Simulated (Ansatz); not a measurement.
# Vibrations of species on Si(111), part 2 of 3

Aim: bond lengths and vibrational modes of species bound on Si(111).

Ansatz 0.2.0; DFT PBE, scalar-relativistic, plane waves, PAW; PAW set soft_1.

So far. Step 2 (Relaxation of the host): The forces vanish by symmetry. Step 3 (Relaxation in the fixed cell: CH3): The largest force component left on a free atom is 1.8 meV/Å.

## Step 4: Modes of the chosen sites: CH3

Only 8 sites are displaced (4 Si, 1 C and 3 H), with their periodic images, and all others stay at rest. This gives the modes that are localised on these sites for less work than the whole matrix.

Contents of input.yaml:

```yaml
crystal:
  lattice:
    - [3.8677040346, 2.8972e-06, 0.0]
    - [-1.9338545264, 3.3495284997, 0.0]
    - [0.0, 0.0, 58.1899733337]
  atoms:
    - { symbol: Si, position: [0.0, 0.0, 0.155054286] }
    - { symbol: Si, position: [0.3333333333, 0.6666666667, 0.1686218685] }
    - { symbol: Si, position: [0.3333333333, 0.6666666667, 0.2092174663] }
    - { symbol: Si, position: [0.6666666667, 0.3333333333, 0.2227761988] }
    - { symbol: Si, position: [0.6666666667, 0.3333333333, 0.2634586997] }
    - { symbol: Si, position: [0.0, 0.0, 0.2770149207] }
    - { symbol: Si, position: [0.0, 0.0, 0.3176955822] }
    - { symbol: Si, position: [0.3333333333, 0.6666666667, 0.3312445838] }
    - { symbol: Si, position: [0.3333333333, 0.6666666667, 0.3718682873] }
    - { symbol: Si, position: [0.6666666667, 0.3333333333, 0.3854917739] }
    - { symbol: H, position: [0.0, 0.0, 0.1293556298] }
    - { symbol: C, position: [0.6666666667, 0.3333333333, 0.4184395391] }
    - { symbol: H, position: [0.9042754487, 0.2854788312, 0.4251878207] }
    - { symbol: H, position: [0.7145211688, 0.6187966175, 0.4251878207] }
    - { symbol: H, position: [0.3812033825, 0.0957245513, 0.4251878207] }
  periodic: [true, true, false]
kpoints:
  mp_grid: { grid: [8, 8, 1] }
hamiltonian:
  xc: pbe
  pseudopotentials: { kind: paw, azcp: { folder: soft_1 } }
scf:
  occupations: { method: gaussian, width: 0.03 }
output:
  eigenvalues: true
phonons:
  method: fd
  supercell: [1, 1, 1]
  displaced_sites: [6, 7, 8, 9, 11, 12, 13, 14]
  rigid_motions: translations
```

Started as:

```
> ansatz run input.yaml --threads 8 --pin off --max-ram 20480MiB --backend cpu --events-out ev --progress --plain --runs-dir out
```

Numbers of over 12 decimals in the logs are rounded to 6 here.

The program printed:

```text
[...]
Crystal: 15 atoms, lattice volume = 753.851 Å³
Basis set: ecut = 420 eV, 14835 PW (Γ), exchange–correlation on 54×54×800 points (8 copies of the dense FFT grid, shifted against one another)
Bands: 39, of which v1, the nominal top of the filled ones, is band 24 counted from 1 (23 counted from 0)
Symmetry: 3 space group operations
k-points: 12 of 64 (time reversal used)
[...]
SCF iter   1: F=—  HF=-6677.030737 eV  |F-HF|=—  |Δ(HF+E_count)|=         —  Δρ=3.89e-2  dr2=1.30e1  ethr=3.10e-3  ⟨swp⟩=12.7  Hψ=3973  notcnv=0  defer=18
[...]
SCF iter  18: F=-6673.192001 eV  HF=-6673.192001 eV  |F-HF|=7.37e-11  |Δ(HF+E_count)|=  8.00e-11  Δρ=4.17e-8  dr2=4.43e-11  ethr=1.00e-12  ⟨swp⟩=27.3  Hψ=4628  notcnv=0
SCF 1 converged in 18 iterations: F = -6673.192001 eV  dr2 = 4.43e-11
[...]
Symmetry: 1 space group operations
k-points: 34 of 64 (time reversal used)
[...]
SCF iter  10: F=-6673.191960 eV  HF=-6673.191960 eV  |F-HF|=8.73e-11  |Δ(HF+E_count)|=  2.46e-11  Δρ=1.54e-8  dr2=5.02e-12  ethr=1.00e-12  ⟨swp⟩=9.1  Hψ=7156  notcnv=0
SCF 2 converged in 10 iterations: F = -6673.191960 eV  dr2 = 5.02e-12
[...]
SCF iter   8: F=-6673.191960 eV  HF=-6673.191960 eV  |F-HF|=1.36e-11  |Δ(HF+E_count)|=  4.46e-11  Δρ=1.73e-8  dr2=1.26e-12  ethr=1.00e-12  ⟨swp⟩=8.3  Hψ=6759  notcnv=0
SCF 3 converged in 8 iterations: F = -6673.191960 eV  dr2 = 1.26e-12
[...]
SCF iter  10: F=-6673.191959 eV  HF=-6673.191959 eV  |F-HF|=6.00e-11  |Δ(HF+E_count)|=  3.18e-11  Δρ=1.61e-8  dr2=4.91e-12  ethr=1.00e-12  ⟨swp⟩=8.9  Hψ=7087  notcnv=0
SCF 4 converged in 10 iterations: F = -6673.191959 eV  dr2 = 4.91e-12
[...]
SCF iter   8: F=-6673.191961 eV  HF=-6673.191961 eV  |F-HF|=6.09e-11  |Δ(HF+E_count)|=  2.73e-12  Δρ=2.00e-8  dr2=5.44e-12  ethr=1.00e-12  ⟨swp⟩=8.4  Hψ=6634  notcnv=0
SCF 5 converged in 8 iterations: F = -6673.191961 eV  dr2 = 5.44e-12
[...]
SCF iter  11: F=-6673.191958 eV  HF=-6673.191958 eV  |F-HF|=1.46e-11  |Δ(HF+E_count)|=  1.82e-11  Δρ=9.50e-9  dr2=3.06e-12  ethr=1.00e-12  ⟨swp⟩=8.8  Hψ=6925  notcnv=0
SCF 6 converged in 11 iterations: F = -6673.191958 eV  dr2 = 3.06e-12
[...]
SCF iter   8: F=-6673.191959 eV  HF=-6673.191959 eV  |F-HF|=2.91e-11  |Δ(HF+E_count)|=  3.64e-12  Δρ=2.11e-8  dr2=3.04e-12  ethr=1.00e-12  ⟨swp⟩=8.1  Hψ=6463  notcnv=0
SCF 7 converged in 8 iterations: F = -6673.191959 eV  dr2 = 3.04e-12
[...]
SCF iter  10: F=-6673.191948 eV  HF=-6673.191948 eV  |F-HF|=4.37e-11  |Δ(HF+E_count)|=  2.73e-11  Δρ=1.87e-8  dr2=3.63e-12  ethr=1.00e-12  ⟨swp⟩=8.1  Hψ=7471  notcnv=0
SCF 8 converged in 10 iterations: F = -6673.191948 eV  dr2 = 3.63e-12
[...]
SCF iter   8: F=-6673.191950 eV  HF=-6673.191950 eV  |F-HF|=1.16e-10  |Δ(HF+E_count)|=  2.00e-11  Δρ=2.23e-8  dr2=4.34e-12  ethr=1.00e-12  ⟨swp⟩=7.9  Hψ=6367  notcnv=0
SCF 9 converged in 8 iterations: F = -6673.191950 eV  dr2 = 4.34e-12
[...]
SCF iter  10: F=-6673.191872 eV  HF=-6673.191872 eV  |F-HF|=3.09e-11  |Δ(HF+E_count)|=  2.18e-11  Δρ=1.71e-8  dr2=3.55e-12  ethr=1.00e-12  ⟨swp⟩=9.1  Hψ=7106  notcnv=0
SCF 10 converged in 10 iterations: F = -6673.191872 eV  dr2 = 3.55e-12
[...]
SCF iter   8: F=-6673.191868 eV  HF=-6673.191868 eV  |F-HF|=2.82e-11  |Δ(HF+E_count)|=  5.82e-11  Δρ=7.77e-9  dr2=2.48e-13  ethr=1.00e-12  ⟨swp⟩=6.6  Hψ=5385  notcnv=0
SCF 11 converged in 8 iterations: F = -6673.191868 eV  dr2 = 2.48e-13
[...]
SCF iter  11: F=-6673.191960 eV  HF=-6673.191960 eV  |F-HF|=7.09e-11  |Δ(HF+E_count)|=  3.91e-11  Δρ=8.11e-9  dr2=1.21e-12  ethr=1.00e-12  ⟨swp⟩=7.3  Hψ=5781  notcnv=0
SCF 12 converged in 11 iterations: F = -6673.191960 eV  dr2 = 1.21e-12
[...]
SCF iter   8: F=-6673.191957 eV  HF=-6673.191957 eV  |F-HF|=1.46e-11  |Δ(HF+E_count)|=  2.73e-11  Δρ=1.29e-8  dr2=6.48e-13  ethr=1.00e-12  ⟨swp⟩=6.9  Hψ=5343  notcnv=0
SCF 13 converged in 8 iterations: F = -6673.191957 eV  dr2 = 6.48e-13
[...]
SCF iter  11: F=-6673.191943 eV  HF=-6673.191943 eV  |F-HF|=1.01e-10  |Δ(HF+E_count)|=  6.37e-12  Δρ=9.54e-9  dr2=2.48e-12  ethr=1.00e-12  ⟨swp⟩=8.6  Hψ=6844  notcnv=0
SCF 14 converged in 11 iterations: F = -6673.191943 eV  dr2 = 2.48e-12
[...]
SCF iter   7: F=-6673.191942 eV  HF=-6673.191942 eV  |F-HF|=1.46e-10  |Δ(HF+E_count)|=  9.46e-11  Δρ=1.92e-8  dr2=4.18e-12  ethr=1.00e-12  ⟨swp⟩=8.7  Hψ=7026  notcnv=0
SCF 15 converged in 7 iterations: F = -6673.191942 eV  dr2 = 4.18e-12
[...]
SCF iter  10: F=-6673.191980 eV  HF=-6673.191980 eV  |F-HF|=4.46e-11  |Δ(HF+E_count)|=  1.54e-10  Δρ=2.40e-8  dr2=4.82e-12  ethr=1.00e-12  ⟨swp⟩=8.2  Hψ=7293  notcnv=0
SCF 16 converged in 10 iterations: F = -6673.191980 eV  dr2 = 4.82e-12
[...]
SCF iter   8: F=-6673.191980 eV  HF=-6673.191980 eV  |F-HF|=1.60e-10  |Δ(HF+E_count)|=  1.23e-10  Δρ=1.10e-8  dr2=4.37e-13  ethr=1.00e-12  ⟨swp⟩=6.6  Hψ=5240  notcnv=0
SCF 17 converged in 8 iterations: F = -6673.191980 eV  dr2 = 4.37e-13
SCF converged after 18 iterations
Free energy (F): -6673.192001 eV
[...]
Internal energy: -6673.192001 eV  (E = F + TS)
E sigma→0 (E₀):  -6673.192001 eV
Fermi energy:    -3.820172 eV
[...]
--- Forces (eV/Å), atoms counted from 1 ---
  atom   1  Si    -0.00000000    -0.00000000     0.35361825
  atom   2  Si     0.00000000     0.00000000    -0.21729902
  atom   3  Si    -0.00000000    -0.00000000     0.00012648
  atom   4  Si     0.00000000     0.00000000    -0.00018065
  atom   5  Si     0.00000000    -0.00000000     0.00018991
  atom   6  Si     0.00000000     0.00000000    -0.00009614
  atom   7  Si     0.00000000    -0.00000000     0.00004708
  atom   8  Si    -0.00000000     0.00000000    -0.00062490
  atom   9  Si    -0.00000000    -0.00000000    -0.00018464
  atom  10  Si     0.00000000     0.00000000    -0.00081992
  atom  11  H     -0.00000000     0.00000000    -0.13686380
  atom  12  C      0.00000000    -0.00000000     0.00181350
  atom  13  H     -0.00061247     0.00048411     0.00009306
  atom  14  H     -0.00011301    -0.00077247     0.00009306
  atom  15  H      0.00072549     0.00028836     0.00009306
  max |Σ_I F_I| component: 5.32e-6 eV/Å
--- Band table (eV; the first three rows and the last of 12) ---
  k-point 0: bands = [... 20 lower, -4.4976, -4.4976, -4.2732, -4.2732, -2.7104, -2.5676, -2.3277 (-2.3277°), -1.9975 (-1.9975°), ... 11 higher]
  k-point 1: bands = [... 20 lower, -5.1157, -4.9716, -4.7463, -4.4879, -2.1599 (-2.1599°), -2.0164 (-2.0164°), -1.9380 (-1.9380°), -1.6649 (-1.6649°), ... 11 higher]
  k-point 2: bands = [... 20 lower, -5.6657, -5.3084, -5.2549, -4.9619, -2.8860, -2.6101, -2.2468, -1.9617, ... 11 higher]
  k-point 11: bands = [... 20 lower, -6.8203, -6.7806, -6.3171, -6.1744, -2.5145, -1.9220, -1.9046, -1.3889, ... 11 higher]
  ° read free of the cell's end (the report's vacuum.weakly_bound_levels)
--- Phonons: 16 displaced members + reference (amplitude 0.0025 Å, Σ member SCF iterations 146) ---
  symmetry images taken by strict's conditions (phonons.symmetry_images: auto; settled by no image being taken that strict refuses)
  force constants formed among 8 of 15 sites (Si 6, Si 7, Si 8, Si 9, C 11, H 12, H 13, H 14); the other 7 at rest. The modes move the named sites alone.
  the frequencies, the zero-point energy and the sums are of the block with the acoustic sum rule laid on its rows. Row sums over every site: 4.1e-4 eV/Å² at the most
  transpose residual: 3.3e-4 eV/Å²
  largest component of a force at the reference: 1.8e-3 eV/Å on a named site, 3.5e-1 eV/Å on a site at rest
  frequencies among the named sites at Γ of the cell (cm⁻¹): 42.91 42.91 93.89 97.66 97.66 128.48 128.48 213.70 273.93 399.19 479.60 479.60 484.21 492.11 492.11 661.05 743.80 743.80 1236.33 1408.25 1408.25 2981.78 3064.04 3064.04
  unstable modes among the named sites: 0
  frequencies as built, with no sum rule (cm⁻¹): 42.91 42.91 93.86 97.67 97.67 128.44 128.44 213.69 273.93 399.19 479.60 479.60 484.20 492.11 492.11 661.05 743.77 743.77 1236.30 1408.25 1408.25 2981.78 3064.04 3064.04
  zero-point energy: 1.193833 eV/cell   skipped modes (ω ≤ 0): 0
  not written: the harmonic force-constant file, the file of eigenvectors (these modes' are written with the force constants), the density of states and the dispersion, which are of every site
```

Wall time 4.7 min (8 threads of Intel Xeon at 2.70GHz, shared host); peak memory 2.2 GiB; 33 min of CPU time.

The column dr2 measures how far the density is from self-consistency, as an energy; F and HF (Harris–Foulkes) agree once it is small.

The other atoms of the cell are at rest; shares are of the kinetic energy, a minus sign marks an imaginary mode, and where like sites share a mode the one named is one choice of several. Modes of the displaced sites:

```csv
mode,frequency (cm⁻¹),share of Si (%),share of C (%),share of H (%),site with the largest share,its share (%)
1,42.9,83,13,3,Si10,30
2,42.9,83,13,3,Si10,30
3,93.9,80,16,4,Si10,35
4,97.7,95,4,1,Si7,39
5,97.7,95,4,1,Si7,39
6,128.5,20,51,29,C12,51
7,128.5,20,51,29,C12,51
8,213.7,1,1,98,H15,33
9,273.9,85,11,4,Si8,35
10,399.2,94,5,1,Si7,53
11,479.6,97,0,3,Si9,31
12,479.6,97,0,3,Si9,31
13,484.2,97,2,1,Si8,45
14,492.1,98,0,2,Si8,33
15,492.1,98,0,2,Si8,33
16,661.0,43,46,11,C12,46
17,743.8,6,18,76,H14,45
18,743.8,6,18,76,H15,38
19,1236.3,0,17,83,H15,28
20,1408.2,0,5,95,H13,47
21,1408.2,0,5,95,H14,50
22,2981.8,0,3,97,H15,32
23,3064.0,0,9,91,H13,54
24,3064.0,0,9,91,H14,58
```

The same force constants with another mass on the added atoms, against the natural mean mass; listed are the real modes with at least half of their motion on these atoms, followed through small steps of mass, less those that pass through avoided crossings, where the squared overlap of new and old mass-weighted patterns is under 0.8. Modes after a change of mass:

```csv
substitution,mode,frequency (cm⁻¹),after (cm⁻¹),ratio
13C,6,128.5,125.9,1.02
13C,7,128.5,125.9,1.02
D for H,8,213.7,151.6,1.409
D for H,17,743.8,589.3,1.262
D for H,18,743.8,589.3,1.262
D for H,19,1236.3,956.4,1.293
D for H,20,1408.2,1018.6,1.383
D for H,21,1408.2,1018.6,1.383
D for H,22,2981.8,2138.5,1.394
D for H,23,3064.0,2267.5,1.351
D for H,24,3064.0,2267.5,1.351
```

The highest mode of the block lies at 3064.0 cm⁻¹; the acoustic sum rule moved it by 0.0 cm⁻¹.

## Step 5: Letting the atoms settle: CN

The slab carries CN. Its plane takes the lattice constant of the bulk relaxed at this level. The lowest layers and the H atoms that close the back face are held, and the other atoms relax. The program lengthens the typed cell of 33.0 Å along the normal to 59.8 Å, as its cut-off of the electrostatics needs, and moves no atom.

System of this step: CN on Si(111). The cell holds 13 atoms: 10 Si, 1 H, 1 C and 1 N. Its edges and angles: a = 3.868 Å, b = 3.868 Å, c = 59.756 Å, α = 90.0°, β = 90.0°, γ = 120.0°. It derives from Si. Vacuum lies along c.

Contents of input.yaml:

```yaml
crystal:
  lattice:
    - [3.8677029217, 0.0, 0.0]
    - [-1.933856479, 3.3495309121, 0.0]
    - [0.0, 0.0, 33.0322160963]
  atoms:
    - { symbol: Si, position: [0.0, 0.0, 0.273145] }
    - { symbol: Si, position: [0.333333, 0.666667, 0.297046] }
    - { symbol: Si, position: [0.333333, 0.666667, 0.368748] }
    - { symbol: Si, position: [0.666667, 0.333333, 0.392649] }
    - { symbol: Si, position: [0.666667, 0.333333, 0.464351] }
    - { symbol: Si, position: [0.0, 0.0, 0.488251] }
    - { symbol: Si, position: [0.0, 0.0, 0.559953] }
    - { symbol: Si, position: [0.333333, 0.666667, 0.583854] }
    - { symbol: Si, position: [0.333333, 0.666667, 0.655556] }
    - { symbol: Si, position: [0.666667, 0.333333, 0.679457] }
    - { symbol: H, position: [0.0, 0.0, 0.227874] }
    - { symbol: C, position: [0.666667, 0.333333, 0.736881] }
    - { symbol: "N", position: [0.666667, 0.333333, 0.772126] }
  periodic: [true, true, false]
kpoints:
  mp_grid: { grid: [8, 8, 1] }
hamiltonian:
  xc: pbe
  pseudopotentials: { kind: paw, azcp: { folder: soft_1 } }
scf:
  occupations: { method: gaussian, width: 0.03 }
output:
  forces: true
  eigenvalues: true
relax:
  adjacent_minimum: "off"
  f_tol: 0.003
  max_steps: 120
  constraints: [{ sites: [0, 1, 10] }]
```

The program printed:

```text
[...]
Crystal: 13 atoms, lattice volume = 774.135 Å³
Basis set: ecut = 420 eV, 15259 PW (Γ), exchange–correlation on 54×54×800 points (8 copies of the dense FFT grid, shifted against one another)
Bands: 38, of which v1, the nominal top of the filled ones, is band 25 counted from 1 (24 counted from 0)
Symmetry: 6 space group operations
[...]
k-points: 10 of 64 (time reversal used)
[...]
- { symbol: Si, position: [4.429233830318704e-17, -3.8970574226882056e-17, 0.309381] }
    - { symbol: Si, position: [0.333333, 0.666667, 0.322606] }
    - { symbol: Si, position: [0.333333, 0.666667, 0.362205] }
    - { symbol: Si, position: [0.666667, 0.333333, 0.375058] }
    - { symbol: H, position: [4.434326004972629e-17, -3.8868730601666595e-17, 0.125966] }
    - { symbol: C, position: [0.666667, 0.333333, 0.405704] }
    - { symbol: N, position: [0.666667, 0.333333, 0.425239] }
[key lines of the parts left out:]
SCF converged after 6 iterations
Free energy (F): -7007.407893 eV
Fermi energy:    -6.377564 eV
```

Elapsed: 67 s, on 8 threads; peak memory 1.6 GiB.

Step by step:

```csv
step,energy less that of the first step (eV),largest force component (eV/Å)
1,0.0000,1.4501
2,-0.0343,0.6037
3,-0.0426,0.0372
4,-0.0427,0.0076
5,-0.0427,0.0069
6,-0.0427,0.0207
7,-0.0427,0.0003
```

Relaxation step 6 was tried and not accepted.

Forces are held to the 6 operations that the run works with; a distortion that breaks them can't arise in this run.

The atoms that moved most (Å):

```csv
atom,dx,dy,dz,length
C12,0.000,0.000,-0.098,0.098
N13,0.000,0.000,-0.095,0.095
Si10,0.000,0.000,-0.032,0.032
Si9,0.000,0.000,-0.011,0.011
Si7,0.000,0.000,-0.009,0.009
Si8,0.000,0.000,-0.008,0.008
Si6,0.000,0.000,-0.008,0.008
Si5,0.000,0.000,-0.008,0.008
```

The largest force component left on a free atom is 0.27 meV/Å.

## Step 6: Force constants among chosen sites: CN

Only 6 sites are displaced (4 Si, 1 C and 1 N), with their periodic images, and all others stay at rest. This gives the modes that are localised on these sites for less work than the whole matrix.

Contents of input.yaml:

```yaml
crystal:
  lattice:
    - [3.8677040346, 2.8972e-06, 0.0]
    - [-1.9338545264, 3.3495284997, 0.0]
    - [0.0, 0.0, 59.7556993497]
  atoms:
    - { symbol: Si, position: [0.0, 0.0, 0.1509911986] }
    - { symbol: Si, position: [0.3333333333, 0.6666666667, 0.1642033776] }
    - { symbol: Si, position: [0.3333333333, 0.6666666667, 0.2037377618] }
    - { symbol: Si, position: [0.6666666667, 0.3333333333, 0.2169434756] }
    - { symbol: Si, position: [0.6666666667, 0.3333333333, 0.2565619916] }
    - { symbol: Si, position: [0.0, 0.0, 0.2697652868] }
    - { symbol: Si, position: [0.0, 0.0, 0.309380877] }
    - { symbol: Si, position: [0.3333333333, 0.6666666667, 0.3226057308] }
    - { symbol: Si, position: [0.3333333333, 0.6666666667, 0.3622048547] }
    - { symbol: Si, position: [0.6666666667, 0.3333333333, 0.3750583472] }
    - { symbol: H, position: [0.0, 0.0, 0.1259659462] }
    - { symbol: C, position: [0.6666666667, 0.3333333333, 0.4057036411] }
    - { symbol: "N", position: [0.6666666667, 0.3333333333, 0.4252390958] }
  periodic: [true, true, false]
kpoints:
  mp_grid: { grid: [8, 8, 1] }
hamiltonian:
  xc: pbe
  pseudopotentials: { kind: paw, azcp: { folder: soft_1 } }
scf:
  occupations: { method: gaussian, width: 0.03 }
output:
  eigenvalues: true
phonons:
  method: fd
  supercell: [1, 1, 1]
  displaced_sites: [6, 7, 8, 9, 11, 12]
  rigid_motions: translations
```

The program printed:

```text
[...]
Crystal: 13 atoms, lattice volume = 774.135 Å³
Basis set: ecut = 420 eV, 15259 PW (Γ), exchange–correlation on 54×54×800 points (8 copies of the dense FFT grid, shifted against one another)
Bands: 38, of which v1, the nominal top of the filled ones, is band 25 counted from 1 (24 counted from 0)
Symmetry: 6 space group operations
k-points: 10 of 64 (time reversal used)
[...]
k-point 2: bands = [... 21 lower, -8.1827, -7.8578, -7.7819, -7.5075, -5.4462, -5.1606, -4.7804, -4.5268, ... 9 higher]
  k-point 9: bands = [... 21 lower, -9.1036, -8.9604, -8.7832, -8.6089, -5.0934, -4.5154, -4.4825, -4.0291, ... 9 higher]
  ° read free of the cell's end (the report's vacuum.weakly_bound_levels)
[...]
transpose residual: 6.7e-4 eV/Å²
[...]
unstable modes among the named sites: 0
[...]
zero-point energy: 0.434293 eV/cell   skipped modes (ω ≤ 0): 0
[...]
[key lines of the parts left out:]
SCF converged after 19 iterations
Free energy (F): -7007.407893 eV
Fermi energy:    -6.377612 eV
```

Elapsed: 3 min, on 8 threads; peak memory 1.9 GiB.

The other atoms of the cell are at rest; shares are of the kinetic energy, a minus sign marks an imaginary mode, and where like sites share a mode the one named is one choice of several. Modes of the displaced sites:

```csv
mode,frequency (cm⁻¹),share of Si (%),share of C (%),share of N (%),site with the largest share,its share (%)
1,37.1,36,16,48,N13,48
2,37.1,36,16,48,N13,48
3,53.8,60,0,39,N13,39
4,53.8,60,0,39,N13,39
5,87.5,69,14,17,Si10,31
6,97.8,99,1,0,Si7,38
7,97.8,99,1,0,Si7,38
8,257.0,81,9,11,Si8,38
9,304.4,8,81,12,C12,81
10,304.4,8,81,12,C12,81
11,388.5,94,2,3,Si7,54
12,477.4,97,1,2,Si8,49
13,484.0,100,0,0,Si7,45
14,484.0,100,0,0,Si7,45
15,509.6,97,2,0,Si10,44
16,509.6,97,2,0,Si10,44
17,634.2,58,15,27,Si10,56
18,2187.3,0,58,41,C12,58
```

The same force constants with another mass on the added atoms, against the natural mean mass; listed are the real modes with at least half of their motion on these atoms, followed through small steps of mass, less those that pass through avoided crossings, where the squared overlap of new and old mass-weighted patterns is under 0.8. Modes after a change of mass:

```csv
substitution,mode,frequency (cm⁻¹),after (cm⁻¹),ratio
13C,9,304.4,294.9,1.032
13C,10,304.4,294.9,1.032
13C,18,2187.3,2138.1,1.023
```

The highest mode of the block lies at 2187.3 cm⁻¹; the acoustic sum rule moved it by 0.0 cm⁻¹.

(Continued in part 3 of 3.)

[Logs are printed without paths, hosts, clocks, repeated set-up lines and the standing remarks that a program may print on its own settings, such as how far it seeks lower states.]

[Hosts, paths, dates, database ids (printed as entryN), source tags and the programs' standing remarks are cut or masked in the printed files.]
